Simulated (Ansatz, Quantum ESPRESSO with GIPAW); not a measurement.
# 13C and 1H NMR of C2H3N2O, calculated

What would the 13C NMR spectrum of C2H3N2O look like, and which site gives which line?

Main program and level: Quantum ESPRESSO with GIPAW 8.0dev (patched build); DFT, PBEsol, plane-wave PAW (pslibrary 1.0.0 recipes), scalar-relativistic, GIPAW; a patched development version of the program.

Report form: the programs' logs are mostly left out.

## (1) The structure

The structure is orthorhombic, space group Cmcm (No. 63). Conventional cell: a = 7.373 Å, b = 7.546 Å, c = 10.579 Å, α = 90.00°, β = 90.00°, γ = 90.00°. Nearest to O lie 1 C at 1.26 Å. N has 1 H at 1.05 Å and 2 C at 1.36 to 1.45 Å nearest. Nearest to C lie 1 O at 1.26 Å and 2 N at 1.36 Å. Nearest to C lie 1 H at 1.10 Å and 2 N at 1.45 Å and 1 C at 1.57 Å. H has 1 C at 1.10 Å nearest. Nearest to H lie 1 N at 1.05 Å. Farther neighbours and most contacts between anions are not listed.

The cell is an entry of the Crystallography Open Database; it need not be the form that is stable at ambient conditions.

This structure had its atoms relaxed beforehand (DFT, PBEsol, plane-wave PAW (pslibrary 1.0.0 recipes), Quantum ESPRESSO with GIPAW), starting from the database entry, since shieldings follow bond lengths closely.

## (2) Self-consistent run

The shielding is a linear response of the occupied states, which this run provides. It is converged far beyond what an energy needs, since the response uses the wavefunctions themselves. No empty states are asked for: the response is solved without them. The mesh has a spacing of 0.40 Å⁻¹ at most. The PAW files were made with ld1.x from the pslibrary 1.0.0 recipes, with GIPAW reconstruction switched on.

scf.in

```
&control
  calculation = 'scf'
  prefix = 'x'
  outdir = './tmp/'
  pseudo_dir = './'
/
&system
  ibrav = 0
  nat = 32
  ntyp = 4
  ecutwfc = 55
  ecutrho = 340
  nbnd = 54
/
&electrons
  conv_thr = 1.0d-10
  mixing_beta = 0.7
  electron_maxstep = 100
/
ATOMIC_SPECIES
  O 15.999 O.pbesol-n-kjpaw_psl.1.0.0-gipaw.UPF
  N 14.007 N.pbesol-n-kjpaw_psl.1.0.0-gipaw.UPF
  C 12.011 C.pbesol-n-kjpaw_psl.1.0.0-gipaw.UPF
  H 1.008 H.pbesol-kjpaw_psl.1.0.0-gipaw.UPF
CELL_PARAMETERS angstrom
  3.68650000 -3.77300000 0.00000000
  3.68650000 3.77300000 0.00000000
  0.00000000 0.00000000 10.57900000
ATOMIC_POSITIONS crystal
  O 0.78272908 0.21727092 0.03816974
  O 0.21727092 0.78272908 0.53816974
  O 0.21727092 0.78272908 0.96183026
  O 0.78272908 0.21727092 0.46183026
  N 0.48828697 0.81293551 0.13457227
  N 0.51171303 0.18706449 0.63457227
  N 0.81293551 0.48828697 0.86542773
  N 0.18706449 0.51171303 0.36542773
[... 20 atom lines left out ...]
  H 0.39232544 0.04438028 0.90221304
  H 0.60767456 0.95561972 0.40221304
  H 0.04438028 0.39232544 0.09778696
  H 0.95561972 0.60767456 0.59778696
K_POINTS automatic
  3 3 2 0 0 0
```

Run with:

```console
mpirun -np 4 pw.x -nk 4 -in scf.in > scf.out
```

It took 2.2 min on 4 MPI ranks of Arm Neoverse V1, shared host; peak memory 1.1 GiB.

It converged in 25 cycles to an estimated accuracy of 9e-11 Ry, on 8 irreducible k-points.

## (3) Shieldings

The job finds the current that a weak uniform field induces (applied as a long wave, q_gipaw) and the field that this current makes at each nucleus. On atoms with p or d valence electrons much of the paramagnetic part arises close to the nucleus, where the PAW partial waves rebuild the true states. pawproj makes the reconstruction use the PAW data sets' own projectors.

nmr.in

```
&inputgipaw
  job = 'nmr'
  prefix = 'x'
  tmp_dir = './tmp/'
  restart_mode = 'from_scratch'
  verbosity = 'low'
  q_gipaw = 0.01
  spline_ps = .true.
  conv_threshold = 1.0d-11
  use_nmr_macroscopic_shape = .false.
  pawproj(1) = .true.
  pawproj(2) = .true.
  pawproj(3) = .true.
  pawproj(4) = .true.
/
```

Run with:

```console
mpirun -np 4 gipaw.x -in nmr.in > nmr.out
```

Wall time 21 min (4 MPI ranks); peak memory 0.89 GiB.

The f-sum rule is met to 0.0050 of 105.6 (0.005 %). Converged shieldings require that this miss be small, but a small miss does not prove them. This build smooths some augmentation functions of the files as it reads them, which, it says, moves results; by how much was not measured here.

From the symmetric part of each tensor, with principal values σ11 ≤ σ22 ≤ σ33: σ_iso is their mean, the span is σ33 − σ11 and the skew 3(σ_iso − σ22)/span. (gipaw.x prints an anisotropy in another convention.)

| site | atom no. | atoms in cell | σ_iso (ppm) | span (ppm) | skew |
| --- | --- | --- | --- | --- | --- |
| O | 1 | 4 | 76.0 | 313.3 | 0.87 |
| N | 5 | 8 | 117.0 | 114.4 | -0.42 |
| C(1) | 13 | 4 | 1.5 | 108.2 | -0.26 |
| C(2) | 17 | 4 | 98.0 | 48.0 | -0.52 |
| H(1) | 21 | 4 | 17.67 | 11.64 | 0.11 |
| H(2) | 25 | 8 | 13.05 | 23.64 | 0.72 |

The macroscopic shape term is switched off. For a spherical sample the valence susceptibility of this run would add about 6 ppm to every site, a rough estimate, since the susceptibility converges slowly and lacks part of the PAW terms. Differences within the crystal don't depend on it, but shieldings of different compounds can't be compared to better than a few ppm without it.

In this run the largest span is that of O (site symmetry m), with principal values -35.2, -14.9 and 278.0 ppm. On O the least shielded direction lies along its short bond to C.

How the isotropic values are made up (ppm). The core part is that of the free atom's core; bare is the current of the smooth valence states; the last two are what the PAW spheres add to the diamagnetic and the paramagnetic current:

| site | core | bare | reconstruction, dia | reconstruction, para |
| --- | --- | --- | --- | --- |
| O | 270.5 | 18.7 | 17.7 | -230.9 |
| N | 235.2 | 5.3 | 7.5 | -131.0 |
| C(1) | 200.0 | -79.6 | 4.5 | -123.4 |
| C(2) | 200.0 | -30.1 | 4.5 | -76.4 |
| H(1) | 0.0 | 16.6 | 1.1 | 0.0 |
| H(2) | 0.0 | 12.1 | 0.9 | 0.0 |

## (4) Quadrupolar couplings

2H, 17O and 14N have a quadrupole moment, which couples to the field gradient and broadens the lines. The gradient is a property of the ground-state density and needs no response; it is taken from a second code that counts the whole PAW charge. C_Q = eQV_zz/h, with Q = 0.00285783 barn for 2H, -0.02558 barn for 17O, 0.02044 barn for 14N.

This step: DFT, PBEsol, plane-wave PAW, default files (PAW set soft_2), scalar-relativistic, field gradients (Ansatz 0.2.0), on the same atoms.

input.yaml

```yaml
crystal:
  lattice:
    - [3.6865, -3.773, 0.0]
    - [3.6865, 3.773, 0.0]
    - [0.0, 0.0, 10.579]
  atoms:
    - { symbol: O, position: [0.7827290781, 0.2172709219, 0.038169741] }
    - { symbol: O, position: [0.2172709219, 0.7827290781, 0.538169741] }
    - { symbol: O, position: [0.2172709219, 0.7827290781, 0.961830259] }
    - { symbol: O, position: [0.7827290781, 0.2172709219, 0.461830259] }
    - { symbol: "N", position: [0.4882869687, 0.812935505, 0.1345722654] }
    - { symbol: "N", position: [0.5117130313, 0.187064495, 0.6345722654] }
    - { symbol: "N", position: [0.812935505, 0.4882869687, 0.8654277346] }
    - { symbol: "N", position: [0.187064495, 0.5117130313, 0.3654277346] }
    - { symbol: "N", position: [0.5117130313, 0.187064495, 0.8654277346] }
    - { symbol: "N", position: [0.4882869687, 0.812935505, 0.3654277346] }
    - { symbol: "N", position: [0.187064495, 0.5117130313, 0.1345722654] }
    - { symbol: "N", position: [0.812935505, 0.4882869687, 0.6345722654] }
    - { symbol: C, position: [0.7089912095, 0.2910087905, 0.9315091271] }
    - { symbol: C, position: [0.2910087905, 0.7089912095, 0.4315091271] }
    - { symbol: C, position: [0.2910087905, 0.7089912095, 0.0684908729] }
    - { symbol: C, position: [0.7089912095, 0.2910087905, 0.5684908729] }
    - { symbol: C, position: [0.4628943541, 0.3242554205, 0.75] }
    - { symbol: C, position: [0.5371056459, 0.6757445795, 0.25] }
    - { symbol: C, position: [0.3242554205, 0.4628943541, 0.25] }
    - { symbol: C, position: [0.6757445795, 0.5371056459, 0.75] }
    - { symbol: H, position: [0.2689105309, 0.3978258578, 0.75] }
    - { symbol: H, position: [0.7310894691, 0.6021741422, 0.25] }
    - { symbol: H, position: [0.3978258578, 0.2689105309, 0.25] }
    - { symbol: H, position: [0.6021741422, 0.7310894691, 0.75] }
    - { symbol: H, position: [0.6076745633, 0.9556197198, 0.0977869574] }
    - { symbol: H, position: [0.3923254367, 0.0443802802, 0.5977869574] }
    - { symbol: H, position: [0.9556197198, 0.6076745633, 0.9022130426] }
    - { symbol: H, position: [0.0443802802, 0.3923254367, 0.4022130426] }
    - { symbol: H, position: [0.3923254367, 0.0443802802, 0.9022130426] }
    - { symbol: H, position: [0.6076745633, 0.9556197198, 0.4022130426] }
    - { symbol: H, position: [0.0443802802, 0.3923254367, 0.0977869574] }
    - { symbol: H, position: [0.9556197198, 0.6076745633, 0.5977869574] }
kpoints:
  mp_grid: { grid: [3, 3, 2] }
scf:
  occupations: { method: fixed }
hamiltonian:
  xc: pbesol
  pseudopotentials: { kind: paw, frozen_core: stored }
output:
  forces: false
  stress: false
  efg:
    quadrupole_moments_barn: { O: -0.02558, "N": 0.02044, H: 0.00285783 }
```

Run with:

```console
ansatz run input.yaml --threads 4 --pin off --max-ram 24576MiB --backend cpu --events-out ev --progress --plain --runs-dir out
```

Run time: 4 s. Hardware: 4 threads; peak memory 0.85 GiB.

Among nuclei of half-integer spin the second-order effect is largest for 17O on O (spin 5/2, C_Q -7.21 MHz): at 9.4 T it moves the centre of gravity of the MAS line by -126 ppm from δ_iso, and by a quarter of that at twice the field, by δ_Q = −(3/40)(C_Q/ν0)²(1 + η²/3)[I(I+1) − 3/4]/[I²(2I−1)²] × 10⁶ ppm with ν0 = 54.3 MHz.

## (5) From shieldings to shifts

Spectra are read against a reference compound, and shifts rise as shieldings fall. A slope other than one corrects for the functional's tendency to overstate or understate differences of shielding. For ¹H and ⁷Li, with little paramagnetic shielding, slope and scatter come mostly from geometry, vibration and the shape term.

Shifts follow from reference lines fitted to measured solids with this functional and these files. 13C: δ = (162.2 − σ), zero at TMS, fitted to 6 measured values, from C, KHCO3, Li2CO3, MgCO3, Na2CO3 and SiC, with a scatter of 0.77 ppm r.m.s., on σ without the shape term; 1H: δ = (29.71 − σ) / 1.204, zero at TMS, fitted to 11 measured values, from Ca(BH4)2, Ca(OH)2, CsH2PO4, LiBH4, LiH, MgH2, NaH, NaOH and NH4H2PO4, with a scatter of 0.61 ppm r.m.s., with σ taken with the shape term of a sphere (6.4 ppm here). Kinds of site that fitted badly were split off after the misses were seen, so the scatter is that of the points kept.

Covalently bonded atoms count as neighbours within 1.18 times the sum of their radii. Otherwise a cation's neighbours lie within 1.2 times its shortest bond (1.3 for large cations, each anion's radius taken off where they differ), and an anion's are the cations that count it.

| site | atom no. | atoms in cell | surroundings | bonds (Å) | δ_iso (ppm) | C_Q (MHz) | η_Q |
| --- | --- | --- | --- | --- | --- | --- | --- |
| O | 1 | 4 | bound to C | 1.258 | - | -7.21 | 0.75 |
| N | 5 | 8 | bound to 2 C and H | 1.05 to 1.45 | - | -4.40 | 0.32 |
| C(1) | 13 | 4 | CON2 | 1.26 to 1.36 | 160.8 | - | - |
| C(2) | 17 | 4 | CN2CH | 1.10 to 1.57 | 64.3 | - | - |
| H(1) | 21 | 4 | bound to C | 1.103 | 4.72 | 0.175 | 0.02 |
| H(2) | 25 | 8 | bound to N, H bond to O at 1.76 Å | 1.045 | 8.56 | 0.173 | 0.24 |

By surroundings the C shifts are 4-coordinate: 64.3; 3-coordinate: 160.8 ppm. The 2 H sites spread over 4.62 ppm in shielding, from H(2) (least shielded) to H(1).

Simulated spectrum: 13C MAS at 8 kHz, 23.5 T (251.6 MHz), lines broadened by 0.8 ppm; rigid lattice, with dipolar and J couplings left out. Its lines over 1.5 % of the strongest:

| δ (ppm) | area |
| --- | --- |
| 224.3 | 0.06 |
| 192.5 | 0.17 |
| 160.8 | 0.63 |
| 129.0 | 0.23 |
| 97.2 | 0.03 |
| 96.1 | 0.05 |
| 64.3 | 1.00 |
| 32.5 | 0.06 |

Spinning sidebands lie 31.8 ppm apart.

At this broadening the 2 isotropic lines are resolved.

Simulated spectrum: 1H MAS at 25 kHz, 9.4 T (400.2 MHz), lines broadened by 0.5 ppm; rigid lattice, with dipolar and J couplings left out. Its lines over 1.5 % of the strongest:

| δ (ppm) | area |
| --- | --- |
| 8.56 | 1.00 |
| 4.72 | 0.50 |

At this broadening the 2 isotropic lines are resolved; in a real sample the residual dipolar coupling among these abundant spins may hide that.

## (6) What came out

```
13C shift                        : 160.8, 64.3 ppm
1H shift                         : 8.56, 4.72 ppm
2H size of C_Q                   : 0.173, 0.175 MHz
17O shielding without shape term : 76.0 ppm
17O size of C_Q                  : 7.21 MHz
15N shielding without shape term : 117.0 ppm
14N size of C_Q                  : 4.40 MHz
```

**Reading.** 13C has 2 sites, in the ratio 1:1: C(1) (CON2) at a shift of 160.8 and C(2) (CN2CH) at a shift of 64.3 ppm. 1H has 2 sites, in the ratio 2:1: H(2) (bound to N, H bond to O at 1.76 Å) at a shift of 8.56 and H(1) (bound to C) at a shift of 4.72 ppm. No sound run at another cutoff or mesh is at hand, so convergence rests on the f-sum rule and on experience with these files. Hydrogen's values are less sure: spans of ¹H carry errors of some ppm on PAW files, the bulk susceptibility matters on its narrow scale, and it is treated as a fixed classical nucleus at 0 K. In PBE checks against another PAW code, field gradients made this way came out (cores as stored) 4 to 9 % larger on O (three silicas and corundum) and 6 % smaller on Al (corundum alone). This build of gipaw.x prints that it is not audited and that its numbers are no references by themselves. It also reports spline_ps as false although the input sets it; why was not traced. The field gradients use PAW files made for PBE.

[Logs are printed without paths, hosts, clocks, repeated set-up lines and the standing remarks that a program may print on its own settings, such as how far it seeks lower states.]

[Hosts, paths, dates, database ids (printed as entryN), source tags and the programs' standing remarks are cut or masked in the printed files.]

[Where no reference line passes its bar on scatter, no shift is given, so a measured shift of this compound may stand uncompared.]
